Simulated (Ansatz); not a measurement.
# Ta wire along [111], 14 atoms a period: bands along the axis, part 2 of 2

Wanted: the relaxed geometry and the bands of the Ta wire along [111], 14 atoms a period.

Ansatz 0.2.0; DFT PBE, plane waves, PAW; relaxation of a wire's period; PAW set soft_1 (the session's first sound run).

So far: Starting point; The relaxed wire.

### Step 2. The relaxed wire (continued)

The steps of the relaxation:

| step | energy less that of the first step (eV) | largest force component (eV/Å) | pressure (GPa) | volume (Å³) |
| --- | --- | --- | --- | --- |
| 1 | 0.0000 | 1.6534 | -5.82 | 648.29 |
| 2 | -1.1802 | 1.2185 | 1.28 | 621.85 |
| 3 | -1.2495 | 0.8695 | -0.08 | 628.21 |
| 4 | -1.3623 | 0.1178 | -0.17 | 624.85 |
| 5 | -1.3722 | 0.0452 | 0.00 | 625.07 |
| 6 | -1.3743 | 0.0208 | -0.06 | 624.67 |
| 7* | -1.3724 | 0.0208 | -0.06 | 624.67 |

Relaxation steps marked * repeat the geometry before them on a plane-wave basis chosen anew for their cell, so energy and pressure can jump there.

Forces are held to the 2 operations that the run works with; a distortion that breaks them can't arise in this run.

| cell as run | before | after | change |
| --- | --- | --- | --- |
| c (Å) | 2.875 | 2.770 | -3.6 % |

The atoms that moved most (Å, along periodic axes as changes of fractional coordinates times the final cell, across vacuum about the mean position):

| atom | dx | dy | dz | length |
| --- | --- | --- | --- | --- |
| Ta12 | -0.179 | 0.089 | -0.041 | 0.204 |
| Ta1 | 0.179 | -0.089 | 0.041 | 0.204 |
| Ta10 | 0.049 | -0.186 | -0.030 | 0.195 |
| Ta13 | -0.049 | 0.186 | 0.030 | 0.195 |
| Ta4 | 0.099 | 0.088 | 0.050 | 0.142 |
| Ta7 | -0.099 | -0.088 | -0.050 | 0.142 |
| Ta6 | -0.045 | 0.046 | -0.002 | 0.064 |
| Ta5 | 0.045 | -0.046 | 0.002 | 0.064 |

Final coordinates:

```cif
data_structure
_symmetry_space_group_name_H-M 'P 1'
_symmetry_Int_Tables_number 1
_cell_length_a 13.8430
_cell_length_b 16.2880
_cell_length_c 2.7705
_cell_angle_alpha 90.000
_cell_angle_beta 90.000
_cell_angle_gamma 90.000
_cell_volume 624.67
loop_
_atom_site_label
_atom_site_type_symbol
_atom_site_fract_x
_atom_site_fract_y
_atom_site_fract_z
_atom_site_occupancy
Ta1 Ta 0.25855 0.70258 0.01493 1
Ta2 Ta 0.41500 0.45896 0.00379 1
Ta3 Ta 0.58697 0.70626 0.00088 1
Ta4 Ta 0.25277 0.38056 0.35149 1
Ta5 Ta 0.41842 0.62199 0.33401 1
Ta6 Ta 0.58156 0.37799 0.33266 1
Ta7 Ta 0.74722 0.61942 0.31517 1
Ta8 Ta 0.24679 0.54215 0.66740 1
Ta9 Ta 0.41302 0.29372 0.66579 1
Ta10 Ta 0.41877 0.77982 0.65574 1
Ta11 Ta 0.58499 0.54102 0.66288 1
Ta12 Ta 0.74143 0.29740 0.65174 1
Ta13 Ta 0.58121 0.22016 0.01093 1
Ta14 Ta 0.75319 0.45783 0.99927 1
```

Numbers from this step:

```
energy at zero smearing    : -139050.1663 eV
cell length along the wire : 2.770 Å
```

The cell's length comes to 2.770 Å with spin left out.

### Step 3. Bands of the perfect wire

This step: DFT PBE, plane waves, PAW; bands of a perfect wire; PAW set soft_1 (Ansatz 0.2.0).

At the relaxed period the bands are computed along the axis; those that cross an energy going forward count the channels that a perfect wire would open there.

File input.yaml:

```yaml
crystal:
  lattice:
    - [13.843, 0.0, 0.0]
    - [0.0, 16.288, 0.0]
    - [0.0, 0.0, 2.7704557935]
  atoms:
    - { symbol: Ta, position: [0.258552177, 0.702582236, 0.014929583] }
    - { symbol: Ta, position: [0.414996927, 0.458964214, 0.003791333] }
    - { symbol: Ta, position: [0.586967326, 0.706261542, 0.000881327] }
    - { symbol: Ta, position: [0.2527687, 0.380563967, 0.351493628] }
    - { symbol: Ta, position: [0.418421195, 0.621991092, 0.334011512] }
    - { symbol: Ta, position: [0.581563168, 0.377989892, 0.332655154] }
    - { symbol: Ta, position: [0.747215663, 0.619417017, 0.315173038] }
    - { symbol: Ta, position: [0.24679275, 0.542151354, 0.667401462] }
    - { symbol: Ta, position: [0.413017037, 0.293719442, 0.665785339] }
    - { symbol: Ta, position: [0.418773417, 0.77982416, 0.655740102] }
    - { symbol: Ta, position: [0.584987436, 0.541016771, 0.662875333] }
    - { symbol: Ta, position: [0.741432186, 0.297398748, 0.651737084] }
    - { symbol: Ta, position: [0.581210946, 0.220156824, 0.010926565] }
    - { symbol: Ta, position: [0.753191613, 0.45782963, 0.999265205] }
kpoints:
  mp_grid: { grid: [1, 1, 29] }
  band_path: { path: ["Γ", Z], npoints: 90 }
scf:
  occupations: { method: fermi_dirac, width: 0.05 }
hamiltonian:
  xc: pbe
  pseudopotentials: { kind: paw, azcp: { folder: soft_1 } }
output:
  dos: { e_range: [-5, 4] }
  write_potential: true
  write_density: true
  volumetric_format: npy
```

Launch:

```console
$ ansatz run input.yaml --threads 4 --pin off --max-ram 16384MiB --backend cpu --events-out ev --progress --plain --runs-dir out
```

Numbers of over 12 decimals in the logs are rounded to 6 here.

The program printed:

```text
[...]
Crystal: 14 atoms, lattice volume = 624.668 Å³
Basis set: ecut = 420 eV, 12261 PW (Γ)
Bands: 110, of which v1, the nominal top of the filled ones, is band 91 counted from 1 (90 counted from 0)
Symmetry: 2 space group operations
[...]
k-points: 15 of 29
[...]
SCF iter   1: F=—  HF=-139065.992933 eV  |F-HF|=—  |Δ(HF+E_count)|=         —  Δρ=4.69e-2  dr2=1.51e2  ethr=3.10e-3  ⟨swp⟩=10.1  Hψ=7971  notcnv=0  defer=13
[...]
SCF iter  13: F=-139050.245123 eV  HF=-139050.245123 eV  |F-HF|=1.02e-9  |Δ(HF+E_count)|=   1.16e-9  Δρ=5.03e-7  dr2=2.74e-9  ethr=5.49e-11  ⟨swp⟩=19.3  Hψ=5365  notcnv=0
SCF 1 converged in 13 iterations: F = -139050.245123 eV  dr2 = 2.74e-9
[...]
NSCF: frozen V_eff on 91 k-points
WARN: The output density's exchange-correlation potential varies sharply where the density is thin. Do not read a vacuum level from v_tot or v_xc, or from such a field of the output density. On a cell that repeats whose density bears no net charge and no dipole along the vacuum's axis use v_es (v_loc + v_h of the components); under efield.dipole_correction with no amplitude use v_es + v_field, which holds any externa [...]
SCF converged after 13 iterations
Free energy (F): -139050.245123 eV
[...]
Internal energy: -139050.091975 eV  (E = F + TS)
E sigma→0 (E₀):  -139050.168549 eV
Entropy (-TS):   -0.153148 eV (-10.939 meV/atom)
Fermi energy:    5.315775 eV
[...]
--- Band table (eV; the first three rows and the last of 15) ---
  k-point 0: bands = [... 87 lower, 4.8726, 4.8907, 4.8932, 5.0507, 5.1560, 5.2133, 5.3189, 5.5010, ... 15 higher]
  k-point 1: bands = [... 87 lower, 4.8822, 4.8956, 4.9087, 5.0434, 5.1355, 5.2482, 5.3180, 5.4779, ... 15 higher]
  k-point 2: bands = [... 87 lower, 4.8861, 4.9274, 4.9646, 5.0384, 5.0802, 5.3106, 5.3356, 5.4266, ... 15 higher]
  k-point 14: bands = [... 87 lower, 5.3878, 5.4218, 5.8586, 5.9292, 6.0339, 6.1376, 6.3249, 6.4561, ... 15 higher]
```

Elapsed: 89 s, on 4 threads of Arm Neoverse V2, shared host; peak memory 3.4 GiB.

In the SCF lines HF is the Harris–Foulkes energy and dr2 the Hartree energy of the density residual, in eV; the loop may stop once dr2 is under the threshold and the program's other checks hold. Hψ counts applications of the Hamiltonian.

This step gave:

* energy at zero smearing: -139050.1685 eV
* band gap: 0 eV

Electronic bands along the path, in eV, zero at the Fermi level; # counts the bands kept:

| point | #33 | #34 | #35 | #36 | #37 | #38 | #39 | #40 |
| --- | --- | --- | --- | --- | --- | --- | --- | --- |
| Γ | -0.42 | -0.42 | -0.27 | -0.16 | -0.10 | 0.00 | 0.19 | 0.21 |
| halfway | -0.30 | -0.23 | -0.13 | -0.12 | 0.03 | 0.04 | 0.20 | 0.32 |
| Z | 0.13 | 0.58 | 0.64 | 0.68 | 0.81 | 1.02 | 1.15 | 1.36 |

Between Γ and Z the bands cross the Fermi level 10 times, so a perfect wire would conduct at least 10 G₀, with spin left out.

### Step 4. Summary of results

```
cell length, PBE                                            : 2.770 Å
ballistic conductance by band crossings, a lower bound, PBE : 10 G₀
```

What this shows: Under PBE the cell's length is 2.77 Å, and the bands cross the Fermi level 10 times between Γ and Z, which gives a perfect wire at least 10 G₀ (opposite crossings within one step of the path cancel in such a count). No spin was allowed, though thin wires with open d shells can turn magnetic. Spin-orbit coupling is left out, which matters for the bands of heavy atoms.

[Logs are printed without paths, hosts, clocks, repeated set-up lines and the standing remarks that a program may print on its own settings, such as how far it seeks lower states.]

[Hosts, paths, dates, database ids (printed as entryN), source tags and the programs' standing remarks are cut or masked in the printed files.]
